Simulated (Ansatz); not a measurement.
**AgBi2 (built on the sites of a database entry of In2Au): the cell at rest**

Task: relax AgBi2 (built on the sites of a database entry of In2Au) tightly.

Main program and level: Ansatz 0.2.0; DFT PBEsol, scalar-relativistic, plane waves, PAW.

This is a report of a sequence of runs, with most program output left out.

The structure was built from a prototype and need not be the compound's stable phase.

## 1. Starting point

Symmetry: Fm-3m, No. 225, cubic system. The conventional cell has a = 6.759 Å, b = 6.759 Å, c = 6.759 Å, α = 90.00°, β = 90.00°, γ = 90.00°. Bi has 4 Ag at 2.93 Å nearest. Nearest to Ag lie 8 Bi at 2.93 Å. Farther neighbours are not listed.

## 2. Probe on a coarse mesh

A quick single point on a coarse mesh tells whether the cell has a gap and how far it is from rest, which sets the k mesh and smearing that follow.

input.yaml reads:

```yaml
crystal:
  lattice:
    - [0.0, 3.37955, 3.37955]
    - [3.37955, 0.0, 3.37955]
    - [3.37955, 3.37955, 0.0]
  atoms:
    - { symbol: Bi, position: [0.25, 0.25, 0.25] }
    - { symbol: Bi, position: [0.75, 0.75, 0.75] }
    - { symbol: Ag, position: [0.0, 0.0, 0.0] }
kpoints:
  mp_grid: { grid: [6, 6, 6] }
hamiltonian:
  xc: pbesol
scf:
  occupations: { method: gaussian, width: 0.1 }
output:
  forces: true
  stress: true
  eigenvalues: true
```

Command:

```
ansatz run input.yaml --threads 8 --pin off --max-ram 14336MiB --backend cpu --events-out ev --progress --plain --runs-dir out
```

Elapsed: 0.5 s, on 8 threads of Arm Neoverse V2, shared host; peak memory 0.41 GiB; 2.4 s of CPU time.

This step gave:

- pressure: 7.282 GPa
- volume per atom: 25.73 Å³
- gap on the k-mesh: 0 eV

The coarse mesh shows no gap and a pressure of 7.3 GPa.

## 3. Bringing the structure to rest

Harmonic phonons are second derivatives at a point where the forces vanish, and they are wanted at zero stress, so atoms and cell are relaxed first.

input.yaml, the sections that differ from step 2:

```yaml
kpoints:
  mp_grid: { grid: [10, 10, 10] }
output:
  forces: true
  stress: true
  eigenvalues: true
  write_density: true
  write_potential: true
  elf: true
  volumetric_format: npy
relax:
  adjacent_minimum: "off"
  f_tol: 0.005
  max_steps: 80
  cell: { stress_tol: 0.05 }
# crystal, hamiltonian, scf: as in step 2
```

The job ended after 6 s (8 threads; peak memory 0.54 GiB).

Relaxation path:

```tsv
step	energy less that of the first step (eV)	largest force component (eV/Å)	pressure (GPa)	volume (Å³)
1	0.0000	0.0000	7.34	77.20
2	-0.1057	0.0000	-3.01	89.05
3	-0.1500	0.0000	-0.56	85.24
4	-0.1515	0.0000	0.06	84.42
5	-0.1515	0.0000	0.00	84.50
6*	-0.1527	0.0000	-0.01	84.50
```

Relaxation steps marked * repeat the geometry before them on a plane-wave basis chosen anew for their cell, so energy and pressure can jump there.

The run keeps the 48 symmetry operations that it works with, so distortions that break them were not tested.

```tsv
conventional cell, symmetrised	before	after	change
a (Å)	6.759	6.966	+3.1 %
b (Å)	6.759	6.966	+3.1 %
c (Å)	6.759	6.966	+3.1 %
volume (Å³/atom)	25.73	28.17	+9.5 %
```

The relaxed structure:

```cif
data_structure
_symmetry_space_group_name_H-M 'P 1'
_symmetry_Int_Tables_number 1
_cell_length_a 4.9255
_cell_length_b 4.9255
_cell_length_c 4.9255
_cell_angle_alpha 60.000
_cell_angle_beta 60.000
_cell_angle_gamma 60.000
_cell_volume 84.50
loop_
_atom_site_label
_atom_site_type_symbol
_atom_site_fract_x
_atom_site_fract_y
_atom_site_fract_z
_atom_site_occupancy
Bi1 Bi 0.25000 0.25000 0.25000 1
Bi2 Bi 0.75000 0.75000 0.75000 1
Ag3 Ag 0.00000 0.00000 0.00000 1
```

This step gave:

```
pressure        : -0.01091 GPa
volume per atom : 28.17 Å³
```

ELF in the ac plane of a cell with a along [110], b along [-110] and c along [001] of the cube at fractional y = 0.000, with atoms of Bi and Ag within 0.2 Å of it. It is the smooth field of the valence electrons, not physical close to the nuclei.

Values, 10 rows by 16 columns, each cell a mean:
```
0.59 0.31 0.26 0.35 0.36 0.30 0.26 0.53 0.59 0.31 0.26 0.35 0.36 0.30 0.26 0.53
0.24 0.24 0.38 0.35 0.32 0.39 0.28 0.23 0.24 0.24 0.38 0.35 0.32 0.39 0.28 0.23
0.16 0.27 0.41 0.21 0.17 0.40 0.33 0.18 0.16 0.27 0.41 0.21 0.17 0.40 0.33 0.18
0.07 0.18 0.38 0.39 0.38 0.41 0.24 0.08 0.07 0.18 0.38 0.39 0.38 0.41 0.24 0.08
0.03 0.08 0.20 0.30 0.31 0.23 0.10 0.04 0.03 0.08 0.20 0.30 0.31 0.23 0.10 0.04
0.03 0.09 0.24 0.34 0.35 0.28 0.13 0.04 0.03 0.09 0.24 0.34 0.35 0.28 0.13 0.04
0.09 0.21 0.41 0.36 0.32 0.42 0.28 0.11 0.09 0.21 0.41 0.36 0.32 0.42 0.28 0.11
0.18 0.28 0.41 0.21 0.17 0.39 0.33 0.19 0.18 0.28 0.41 0.21 0.17 0.39 0.33 0.19
0.30 0.24 0.35 0.38 0.38 0.38 0.25 0.28 0.30 0.24 0.35 0.38 0.38 0.38 0.25 0.28
0.67 0.35 0.24 0.32 0.32 0.27 0.27 0.59 0.67 0.35 0.24 0.32 0.32 0.27 0.27 0.59
```
Columns run along a (9.9 Å), rows up along c (7.0 Å), edges of the conventional cell, whose origin can differ from the input's. Atoms in or near the plane, at fractional coordinates: Bi at (0.25, 0.25), Bi at (0.75, 0.25), Bi at (0.25, 0.75), Bi at (0.75, 0.75), Ag at (0.00, 0.00), Ag at (0.50, 0.00).

Valence density in the ac plane of a cell with a along [110], b along [-110] and c along [001] of the cube at fractional y = 0.000, with atoms of Bi and Ag within 0.2 Å of it. It is the smooth field of the valence electrons, not physical close to the nuclei.

Ten steps, logarithmic in the rise over the least value, from '0' (0 e/Å³) to '9' (18 e/Å³), each cell a mean:
```
9852111111136998521111111369
7531122221124675311222211246
3211235543112332112355431123
1111357764211111113577642111
0001367875210000013678752100
0001357764210000013577642100
0001235542100000012355421000
0000122221000000001222210000
0000011110000000000111100000
0000001110000000000011100000
0000011111000000000111110000
0000123432100000001234321000
0001246653100000012466531000
0001367775210000013677752100
0011367775210000113677752100
2111256653211121112566532111
5421223432113454212234321134
8742111211125887421112111258
9852111111137998521111111379
```
Columns run along a (9.9 Å), rows up along c (7.0 Å), edges of the conventional cell, whose origin can differ from the input's. Atoms in or near the plane, at fractional coordinates: Bi at (0.25, 0.25), Bi at (0.75, 0.25), Bi at (0.25, 0.75), Bi at (0.75, 0.75), Ag at (0.00, 0.00), Ag at (0.50, 0.00).

Electrostatic potential energy in the ac plane of a cell with a along [110], b along [-110] and c along [001] of the cube at fractional y = 0.000, with atoms of Bi and Ag within 0.2 Å of it. With pseudopotentials it is smooth inside the atoms' cores, unlike the true potential.

Values in eV, 10 rows by 16 columns, each cell a mean:
```
-23  -2  11   8   7  11   5 -19 -23  -2  11   8   7  11   5 -19
  6  11   3 -36 -45  -5  11   8   6  11   3 -36 -45  -5  11   8
 15  13  -6 -70 -79 -22  11  15  15  13  -6 -70 -79 -22  11  15
 15  14   6 -20 -27   1  13  15  15  14   6 -20 -27   1  13  15
 16  15  14  11  10  13  15  16  16  15  14  11  10  13  15  16
 16  15  13   8   7  12  15  16  16  15  13   8   7  12  15  16
 15  14   3 -36 -45  -5  12  15  15  14   3 -36 -45  -5  12  15
 14  12  -6 -70 -79 -22  10  14  14  12  -6 -70 -79 -22  10  14
  0   9   6 -20 -27   1  10   2   0   9   6 -20 -27   1  10   2
-27  -5  12  11  10  12   3 -23 -27  -5  12  11  10  12   3 -23
```
Columns run along a (9.9 Å; values clipped at the 3rd and 97th percentile), rows up along c (7.0 Å), edges of the conventional cell, whose origin can differ from the input's. Atoms in or near the plane, at fractional coordinates: Bi at (0.25, 0.25), Bi at (0.75, 0.25), Bi at (0.25, 0.75), Bi at (0.75, 0.75), Ag at (0.00, 0.00), Ag at (0.50, 0.00).

In this step the volume went from 25.73 to 28.17 Å³/atom.

## 4. Bringing the structure to rest

The relaxation is repeated from its end on the same settings, as a check that it has come to rest.

input.yaml, the sections that differ from step 3:

```yaml
crystal:
  lattice:
    - [0.0, 3.4828833743, 3.4828833743]
    - [3.4828833743, 0.0, 3.4828833743]
    - [3.4828833743, 3.4828833743, 0.0]
  atoms:
    - { symbol: Bi, position: [0.25, 0.25, 0.25] }
    - { symbol: Bi, position: [0.75, 0.75, 0.75] }
    - { symbol: Ag, position: [0.0, 0.0, 0.0] }
output:
  forces: true
  stress: true
  eigenvalues: true
# kpoints, hamiltonian, scf, relax: as in step 3
```

The job ended after 2.2 s (8 threads; peak memory 0.53 GiB; 15 s of CPU time).

Little changed from the start: no atom moved by 0.005 Å and no cell edge by 0.1 %.

In this step the volume went from 28.17 to 28.17 Å³/atom.

## 5. Relaxing to small forces for the phonons

Phonons need a cell at rest on their own settings, so the relaxation is repeated with tight tolerances on forces and stress, using the mesh and the filling of the phonon run that follows.

input.yaml, the sections that differ from step 4:

```yaml
scf:
  occupations: { method: methfessel_paxton, width: 0.15 }
relax:
  adjacent_minimum: "off"
  f_tol: 0.001
  max_steps: 60
  cell: { stress_tol: 0.01 }
# crystal, kpoints, hamiltonian, output: as in step 4
```

Wall time 3.1 s (8 threads); peak memory 0.54 GiB; 21 s of CPU time.

Little changed from the start: no atom moved by 0.005 Å and no cell edge by 0.1 %.

This step gave:

- pressure: 0.007712 GPa
- volume per atom: 28.16 Å³

The forces vanish by symmetry and the pressure is 0.008 GPa, within the tolerances set. The cell now holds 28.16 Å³/atom.

## 6. Summary of results

| Property | Result |
| --- | --- |
| space group after relaxation (within 0.01 Å) | Fm-3m |
| lattice constant a | 6.965 Å |
| lattice constant b | 6.965 Å |
| lattice constant c | 6.965 Å |
| volume per atom | 28.2 Å³ |

In words: The forces vanish by symmetry and the pressure is 0.008 GPa, within the tolerances set. The cell now holds 28.16 Å³/atom. The relaxation keeps the symmetry of its start, so it says nothing on stability against lower symmetry. The runs are without spin polarisation, although the cell has an odd electron count. Spin-orbit coupling is left out, which can matter for the heavy elements here. The starting cell was built on a prototype and not taken from a measurement, so the phase need not exist.

[Logs are printed without paths, hosts, clocks, repeated set-up lines and the standing remarks that a program may print on its own settings, such as how far it seeks lower states.]

[Hosts, paths, dates, database ids (printed as entryN), source tags and the programs' standing remarks are cut or masked in the printed files.]
